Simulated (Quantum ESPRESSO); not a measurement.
## Fixed-spin-moment curve of FePt (Tetraferroplatinum)

Aim: the energy of FePt (Tetraferroplatinum) as a function of the total spin moment of its primitive cell.

Program: Quantum ESPRESSO 7.5. Level of theory: PBEsol; plane waves with GBRV 1.5 PBEsol potentials, no spin-orbit coupling. Results are calculated unless marked as measured.

### 1. The structure

It takes space group P4/mmm (No. 123, tetragonal). Conventional cell: a = 2.724 Å, b = 2.724 Å, c = 3.720 Å, α = 90.00°, β = 90.00°, γ = 90.00°. Nearest to Fe lie 8 Pt at 2.68 Å and 4 Fe at 2.72 Å. Nearest to Pt lie 8 Fe at 2.68 Å and 4 Pt at 2.72 Å. Farther neighbours are not listed.

The cell comes from the Crystallography Open Database.

### 2. No moment imposed

The input, pw.in:

```
&CONTROL
  calculation = 'scf'
  prefix = 'pwscf'
  outdir = './tmp'
  pseudo_dir = './pseudo'
  disk_io = 'nowf'
/
&SYSTEM
  ibrav = 0
  celldm(1) = 8
  nat = 2
  ntyp = 2
  ecutwfc = 40
  ecutrho = 280
  nbnd = 24
  occupations = 'smearing'
  smearing = 'fd'
  degauss = 0.00734986
  nspin = 2
  starting_magnetization(1) = 0.175
  starting_magnetization(2) = 0
/
&ELECTRONS
  conv_thr = 4d-09
  electron_maxstep = 150
  mixing_beta = 0.3
/
ATOMIC_SPECIES
Fe     55.8450 fe_pbesol_v1.5.uspp.F.UPF
Pt    195.0840 pt_pbesol_v1.4.uspp.F.UPF
CELL_PARAMETERS alat
   0.6433336375523    0.0000000000000    0.0000000000000
   0.0000000000000    0.6433336375523    0.0000000000000
   0.0000000000000    0.0000000000000    0.8787226479510
ATOMIC_POSITIONS crystal
Fe      0.0000000000    0.0000000000    0.0000000000
Pt      0.5000000000    0.5000000000    0.5000000000
K_POINTS automatic
10 10 10 0 0 0
```

Started as:

```sh
$ OMP_NUM_THREADS=1 mpirun -n 2 pw.x -nk 2 -in pw.in > pw.out
```

The program printed:

```text
Program PWSCF v.7.5 starts

     Message from routine setup:
     using ibrav=0 with symmetry is DISCOURAGED, use correct ibrav instead

     K-points division:     npool     =       2
     Subspace diagonalization in iterative solution of the eigenvalue problem:

     G-vector sticks info
     --------------------
     sticks:   dense  smooth     PW     G-vecs:    dense   smooth      PW
     Sum         593     341    109                14725     6385    1205

     Using Slab Decomposition

     bravais-lattice index     =            0
     lattice parameter (alat)  =       8.0000  a.u.
     unit-cell volume          =     186.2063 (a.u.)^3
     number of atoms/cell      =            2
     number of atomic types    =            2
     number of electrons       =        32.00
     number of Kohn-Sham states=           24
     kinetic-energy cutoff     =      40.0000  Ry
     charge density cutoff     =     280.0000  Ry
     scf convergence threshold =      4.0E-09
     mixing beta               =       0.3000
     number of iterations used =            8  plain     mixing
     Exchange-correlation= SLA  PW   PSX  PSC
                           (   1   4  10   8   0   0   0)

     celldm(1)=   8.000000  celldm(2)=   0.000000  celldm(3)=   0.000000
     celldm(4)=   0.000000  celldm(5)=   0.000000  celldm(6)=   0.000000

     crystal axes: (cart. coord. in units of alat)
               a(1) = (   0.643334   0.000000   0.000000 )
               a(2) = (   0.000000   0.643334   0.000000 )
               a(3) = (   0.000000   0.000000   0.878723 )

     reciprocal axes: (cart. coord. in units 2 pi/alat)
               b(1) = (  1.554403  0.000000  0.000000 )
               b(2) = (  0.000000  1.554403  0.000000 )
               b(3) = (  0.000000  0.000000  1.138016 )

     PseudoPot. # 1 for Fe read from file:
     fe_pbesol_v1.5.uspp.F.UPF
     Pseudo is Ultrasoft + core correction, Zval = 16.0
     Generated by new atomic code, or converted to UPF format
     Using radial grid of  861 points,  6 beta functions with:
                l(1) =   0
                l(2) =   0
                l(3) =   1
                l(4) =   1
                l(5) =   2
                l(6) =   2
     Q(r) pseudized with  8 coefficients,  rinner =    1.000   1.000   1.000
                                                       1.000   1.000

     PseudoPot. # 2 for Pt read from file:
     pt_pbesol_v1.4.uspp.F.UPF
     Pseudo is Ultrasoft + core correction, Zval = 16.0
     Generated by new atomic code, or converted to UPF format
     Using radial grid of  985 points,  6 beta functions with:
                l(1) =   0
                l(2) =   0
                l(3) =   1
                l(4) =   1
                l(5) =   2
                l(6) =   2
     Q(r) pseudized with  8 coefficients,  rinner =    1.300   1.300   1.300
                                                       1.300   1.300

     atomic species   valence    mass     pseudopotential
     Fe               16.00    55.84500     Fe( 1.00)
     Pt               16.00   195.08400     Pt( 1.00)

     Starting magnetic structure
     atomic species   magnetization
     Fe              0.175
     Pt              0.000

     16 Sym. Ops., with inversion, found

   Cartesian axes

     site n.     atom                  positions (alat units)
         1        Fe     tau(   1) = (   0.0000000   0.0000000   0.0000000  )
         2        Pt     tau(   2) = (   0.3216668   0.3216668   0.4393613  )

     number of k points=   126  Fermi-Dirac smearing, width (Ry)=  0.0073

     Number of k-points >= 100: set verbosity='high' to print them.

     Dense  grid:    14725 G-vectors     FFT dimensions: (  27,  27,  40)

     Smooth grid:     6385 G-vectors     FFT dimensions: (  24,  24,  30)

     Check: negative core charge=   -0.000027
     Generating pointlists ...
     new r_m :   0.2609 (alat units)  2.0870 (a.u.) for type    1
     new r_m :   0.2609 (alat units)  2.0870 (a.u.) for type    2

     Initial potential from superposition of free atoms

     starting charge      30.5000, renormalised to      32.0000

     negative rho (up, down):  9.791E-02 9.798E-02
     Starting wfcs are   25 randomized atomic wfcs

     Self-consistent Calculation

     iteration #  1     ecut=    40.00 Ry     beta= 0.30
     Davidson diagonalization with overlap
     ethr =  1.00E-02,  avg # of iterations =  4.2

     negative rho (up, down):  9.072E-02 9.070E-02

     total energy              =    -458.29289333 Ry
     estimated scf accuracy    <       8.17343562 Ry

     total magnetization       =     0.78 Bohr mag/cell
     absolute magnetization    =     0.96 Bohr mag/cell

     iteration #  2     ecut=    40.00 Ry     beta= 0.30
     Davidson diagonalization with overlap
     ethr =  1.00E-02,  avg # of iterations =  2.1

     negative rho (up, down):  9.141E-02 9.137E-02

     total energy              =    -459.71411756 Ry
     estimated scf accuracy    <      14.03403784 Ry

     total magnetization       =     0.78 Bohr mag/cell
     absolute magnetization    =     0.86 Bohr mag/cell

     iteration #  3     ecut=    40.00 Ry     beta= 0.30
     Davidson diagonalization with overlap
     ethr =  1.00E-02,  avg # of iterations =  2.1

     negative rho (up, down):  9.096E-02 9.010E-02

     total energy              =    -460.72908115 Ry
     estimated scf accuracy    <       0.26482595 Ry

     total magnetization       =     2.94 Bohr mag/cell
     absolute magnetization    =     2.97 Bohr mag/cell

     [... further iterations left out ...]

     iteration # 11     ecut=    40.00 Ry     beta= 0.30
     Davidson diagonalization with overlap
     ethr =  1.28E-08,  avg # of iterations =  2.5

     negative rho (up, down):  9.060E-02 8.663E-02

     total energy              =    -460.78288582 Ry
     estimated scf accuracy    <       0.00000854 Ry

     total magnetization       =     3.35 Bohr mag/cell
     absolute magnetization    =     3.51 Bohr mag/cell

     iteration # 12     ecut=    40.00 Ry     beta= 0.30
     Davidson diagonalization with overlap
     ethr =  1.28E-08,  avg # of iterations =  1.6

     negative rho (up, down):  9.061E-02 8.663E-02

     total energy              =    -460.78288688 Ry
     estimated scf accuracy    <       0.00000020 Ry

     total magnetization       =     3.35 Bohr mag/cell
     absolute magnetization    =     3.50 Bohr mag/cell

     iteration # 13     ecut=    40.00 Ry     beta= 0.30
     Davidson diagonalization with overlap
     ethr =  6.21E-10,  avg # of iterations =  2.1

     negative rho (up, down):  9.061E-02 8.663E-02

     total energy              =    -460.78288697 Ry
     estimated scf accuracy    <       0.00000009 Ry

     total magnetization       =     3.35 Bohr mag/cell
     absolute magnetization    =     3.51 Bohr mag/cell

     iteration # 14     ecut=    40.00 Ry     beta= 0.30
     Davidson diagonalization with overlap
     ethr =  2.73E-10,  avg # of iterations =  1.3

     negative rho (up, down):  9.061E-02 8.663E-02

     Magnetic moment per site  (integrated on atomic sphere of radius R)
     atom   1 (R=0.261)  charge= 14.7142  magn=  3.0015
     atom   2 (R=0.261)  charge= 13.7922  magn=  0.3981

     End of self-consistent calculation

     Number of k-points >= 100: set verbosity='high' to print the bands.

     the Fermi energy is    19.8242 ev

!    total energy              =    -460.78288700 Ry
     estimated scf accuracy    <          1.3E-09 Ry
     smearing contrib. (-TS)   =      -0.00317272 Ry
     internal energy E=F+TS    =    -460.77971428 Ry

     The total energy is F=E-TS. E is the sum of the following terms:
     one-electron contribution =    -144.07512061 Ry
     hartree contribution      =      95.19564974 Ry
     xc contribution           =     -85.62683219 Ry
     ewald contribution        =    -326.27341122 Ry

     total magnetization       =     3.35 Bohr mag/cell
     absolute magnetization    =     3.51 Bohr mag/cell

     convergence has been achieved in  14 iterations

=------------------------------------------------------------------------------=
   JOB DONE.
=------------------------------------------------------------------------------=
```

Run time: 74 s. Hardware: 2 MPI ranks of Intel Xeon Platinum 8259CL at 2.50GHz (Skylake/Cascade Lake), shared host; peak memory 0.24 GiB.

Spin moment in the atom's sphere by atom:

```csv
atom,spin moment in the atom's sphere (μB)
Fe1,3.00
Pt2,0.40
```

This step gave:

* smearing term TS: 0.04317 eV
* magnetization: 3.35 μB
* absolute magnetization: 3.505 μB
* final state: ferromagnetic

### 3. Moment fixed at 0 μB

The two spin channels are filled to separate Fermi energies, so that the total moment meets the target. Half of the up one less the down one is the slope dE/dM.

pw.in: that of step 2 with these lines changed.

```diff
@@ -14,3 +14,3 @@
   ecutrho = 280
-  nbnd = 24
+  nbnd = 25
   occupations = 'smearing'
@@ -19,4 +19,5 @@
   nspin = 2
-  starting_magnetization(1) = 0.175
+  starting_magnetization(1) = 0.0088
   starting_magnetization(2) = 0
+  tot_magnetization = 0
 /
```

The program printed:

```text
     [... lines left out ...]
Program PWSCF v.7.5 starts
     [... lines left out ...]
     number of atoms/cell      =            2
     [... lines left out ...]
     number of electrons       =        32.00 (up:  16.00, down:  16.00)
     number of Kohn-Sham states=           25
     kinetic-energy cutoff     =      40.0000  Ry
     charge density cutoff     =     280.0000  Ry
     scf convergence threshold =      4.0E-09
     [... lines left out ...]
     16 Sym. Ops., with inversion, found
     [... lines left out ...]
     number of k points=   126  Fermi-Dirac smearing, width (Ry)=  0.0073
     [... lines left out ...]
     iteration # 14     ecut=    40.00 Ry     beta= 0.30
     [... lines left out ...]
     Magnetic moment per site  (integrated on atomic sphere of radius R)
     atom   1 (R=0.261)  charge= 14.7839  magn=  0.0001
     atom   2 (R=0.261)  charge= 13.7252  magn= -0.0001
     [... lines left out ...]
     the spin up/dw Fermi energies are    19.6552   19.6553 ev
!    total energy              =    -460.72878603 Ry
     estimated scf accuracy    <          3.1E-09 Ry
     smearing contrib. (-TS)   =      -0.01058224 Ry
     [... lines left out ...]
     total magnetization       =    -0.00 Bohr mag/cell
     absolute magnetization    =     0.00 Bohr mag/cell
     convergence has been achieved in  14 iterations
```

Run time: 73 s. Hardware: 2 MPI ranks; peak memory 0.24 GiB.

This step gave:

```
magnetization                                 : 0 μB
absolute magnetization                        : 0 μB
half the difference of the two Fermi energies : -0.1 meV
largest moment                                : 0 μB
```

### 4. Moment fixed at 0.565 μB

pw.in: that of step 3 with these lines changed.

```diff
@@ -14,3 +14,3 @@
   ecutrho = 280
-  nbnd = 25
+  nbnd = 26
   occupations = 'smearing'
@@ -19,5 +19,5 @@
   nspin = 2
-  starting_magnetization(1) = 0.0088
+  starting_magnetization(1) = 0.0353
   starting_magnetization(2) = 0
-  tot_magnetization = 0
+  tot_magnetization = 0.565
 /
```

The program printed:

```text
     [... lines left out ...]
Program PWSCF v.7.5 starts
     [... lines left out ...]
     number of atoms/cell      =            2
     [... lines left out ...]
     number of electrons       =        32.00 (up:  16.28, down:  15.72)
     number of Kohn-Sham states=           26
     kinetic-energy cutoff     =      40.0000  Ry
     charge density cutoff     =     280.0000  Ry
     scf convergence threshold =      4.0E-09
     [... lines left out ...]
     16 Sym. Ops., with inversion, found
     [... lines left out ...]
     number of k points=   126  Fermi-Dirac smearing, width (Ry)=  0.0073
     [... lines left out ...]
     iteration # 16     ecut=    40.00 Ry     beta= 0.30
     [... lines left out ...]
     Magnetic moment per site  (integrated on atomic sphere of radius R)
     atom   1 (R=0.261)  charge= 14.7816  magn=  0.6033
     atom   2 (R=0.261)  charge= 13.7280  magn= -0.0118
     [... lines left out ...]
     the spin up/dw Fermi energies are    19.5538   19.7757 ev
!    total energy              =    -460.73110866 Ry
     estimated scf accuracy    <          8.7E-10 Ry
     smearing contrib. (-TS)   =      -0.01077404 Ry
     [... lines left out ...]
     total magnetization       =     0.57 Bohr mag/cell
     absolute magnetization    =     0.66 Bohr mag/cell
     convergence has been achieved in  16 iterations
```

The job ended after 93 s (2 MPI ranks; peak memory 0.25 GiB; 3.1 min of CPU time).

Spin moment in the atom's sphere by atom:

```csv
atom,spin moment in the atom's sphere (μB)
Fe1,0.603
Pt2,-0.012
```

This step gave:

```
magnetization                                 : 0.565 μB
absolute magnetization                        : 0.66 μB
half the difference of the two Fermi energies : -111 meV
```

### 5. Moment fixed at 1.131 μB

pw.in: that of step 4 with these lines changed.

```diff
@@ -19,5 +19,5 @@
   nspin = 2
-  starting_magnetization(1) = 0.0353
+  starting_magnetization(1) = 0.0707
   starting_magnetization(2) = 0
-  tot_magnetization = 0.565
+  tot_magnetization = 1.131
 /
```

The program printed:

```text
     [... lines left out ...]
Program PWSCF v.7.5 starts
     [... lines left out ...]
     number of atoms/cell      =            2
     [... lines left out ...]
     number of electrons       =        32.00 (up:  16.57, down:  15.43)
     number of Kohn-Sham states=           26
     kinetic-energy cutoff     =      40.0000  Ry
     charge density cutoff     =     280.0000  Ry
     scf convergence threshold =      4.0E-09
     [... lines left out ...]
     16 Sym. Ops., with inversion, found
     [... lines left out ...]
     number of k points=   126  Fermi-Dirac smearing, width (Ry)=  0.0073
     [... lines left out ...]
     iteration # 15     ecut=    40.00 Ry     beta= 0.30
     [... lines left out ...]
     Magnetic moment per site  (integrated on atomic sphere of radius R)
     atom   1 (R=0.261)  charge= 14.7757  magn=  1.1965
     atom   2 (R=0.261)  charge= 13.7351  magn= -0.0143
     [... lines left out ...]
     the spin up/dw Fermi energies are    19.4709   19.9061 ev
!    total energy              =    -460.73795042 Ry
     estimated scf accuracy    <          3.9E-09 Ry
     smearing contrib. (-TS)   =      -0.01109689 Ry
     [... lines left out ...]
     total magnetization       =     1.13 Bohr mag/cell
     absolute magnetization    =     1.30 Bohr mag/cell
     convergence has been achieved in  15 iterations
```

Elapsed: 1.8 min, on 2 MPI ranks; peak memory 0.25 GiB.

Read from the output:

```
magnetization                                 : 1.131 μB
absolute magnetization                        : 1.301 μB
half the difference of the two Fermi energies : -217.6 meV
largest moment                                : 1.197 μB
```

### 6. An input with a fault

One input was spoiled on purpose, to see how the program answers.

The input, pw.in:

```
&CONTROL
  calculation = 'scf'
  prefix = 'pwscf'
  outdir = './tmp'
  pseudo_dir = './pseudo'
  disk_io = 'nowf'
/
&SYSTEM
  ibrav = 0
  nat = 2
  ntyp = 2
  ecutwfc = 40
  ecutrho = 280
  nbnd = 24
  occupations = 'smearing'
  smearing = 'fd'
  degauss = 0.00734986
  nspin = 2
  starting_magnetization(1) = 0.175
  starting_magnetization(2) = 0
/
&ELECTRONS
  conv_thr = 4d-09
  electron_maxstep = 50
  mixing_beta = 1
  mixing_ndim = 1
/
ATOMIC_SPECIES
Fe     55.8450 fe_pbesol_v1.5.uspp.F.UPF
Pt    195.0840 pt_pbesol_v1.4.uspp.F.UPF
CELL_PARAMETERS angstrom
   2.7235000000    0.0000000000    0.0000000000
   0.0000000000    2.7235000000    0.0000000000
   0.0000000000    0.0000000000    3.7200000000
ATOMIC_POSITIONS crystal
Fe      0.0000000000    0.0000000000    0.0000000000
Pt      0.5000000000    0.5000000000    0.5000000000
K_POINTS automatic
10 10 10 0 0 0
```

The program printed:

```text
     [... lines left out ...]
Program PWSCF v.7.5 starts
     [... lines left out ...]
     number of atoms/cell      =            2
     [... lines left out ...]
     number of electrons       =        32.00
     number of Kohn-Sham states=           24
     kinetic-energy cutoff     =      40.0000  Ry
     charge density cutoff     =     280.0000  Ry
     scf convergence threshold =      4.0E-09
     [... lines left out ...]
     16 Sym. Ops., with inversion, found
     [... lines left out ...]
     number of k points=   126  Fermi-Dirac smearing, width (Ry)=  0.0073
     [... lines left out ...]
     iteration # 34     ecut=    40.00 Ry     beta= 1.00
     [... lines left out ...]
[key lines of the parts left out:]
total energy              =    -457.61085210 Ry
total magnetization       =     0.00 Bohr mag/cell
```

The job ended after 4 min (2 MPI ranks; peak memory 0.24 GiB).

Residual by cycle:

cycle, log10 residual and a bar:
```
        1        2.0 ##################
        4        1.8 ################
        7        0.3 
       10        1.3 ###########
       13        1.5 #############
       16        2.2 ####################
       18        3.1 ##############################
       21        1.2 ##########
       24        1.2 ##########
       27        1.9 #################
       30        2.1 ###################
       33        2.2 ####################
```

The run was cut off at its time limit.

After 33 cycles the residual stands at 154.

The fault put into the input: mixing far too strong.

### 7. The curve

The runs not shown differ in the target, the start and the number of states alone. The point at 3.35 μB is the free run, entered with slope zero.

The energy over the lowest by total spin moment:

```csv
total spin moment (μB a cell),energy over the lowest (meV a cell)
0.00,736
0.56,704
1.13,611
1.70,460
2.26,270
2.83,87.7
3.35,0
3.39,0.812
3.96,186
4.52,744
```

Table of dE/dM by total spin moment:

```csv
total spin moment (μB a cell),dE/dM (meV/μB)
0.00,-0.0628
0.56,-111
1.13,-218
1.70,-312
2.26,-346
2.83,-276
3.35,0
3.39,39.2
3.96,649
4.52,1284
```

The largest site moment by total spin moment:

```csv
total spin moment (μB a cell),largest site moment (μB)
0.00,1.2e-4
0.56,0.603
1.13,1.20
1.70,1.77
2.26,2.27
2.83,2.68
3.35,3.00
3.39,3.03
3.96,3.31
4.52,3.54
```

### 8. Outcome

```
moment of the free run                              : 3.35 μB a cell
energy at zero total moment                         : 736 meV a cell over the lowest
ΔE/ΔM² from the lowest point to 3.96 and to 2.83 μB : 504 and 320 meV/μB²
```

At zero total moment the site moments vanish, so the 736 meV a cell is the energy of forming them. The points show one minimum alone. The cell holds one seeded atom, so opposed orders, which may lie lower, cannot form in it. Energies are free energies at an electronic temperature of 1160 K, which lowers moments and differences where the moments are itinerant.

[Logs and program files are shortened in this print: banners, set-up blocks, solver, clock and traceback lines can be left out without a mark of their own.]

[Logs are printed without paths, hosts, clocks, repeated set-up lines and the standing remarks that a program may print on its own settings, such as how far it seeks lower states.]

[Hosts, paths, dates, database ids (printed as entryN), source tags and the programs' standing remarks are cut or masked in the printed files.]

[Where a cell is said to come from a database of computed structures, the database is the Materials Project.]
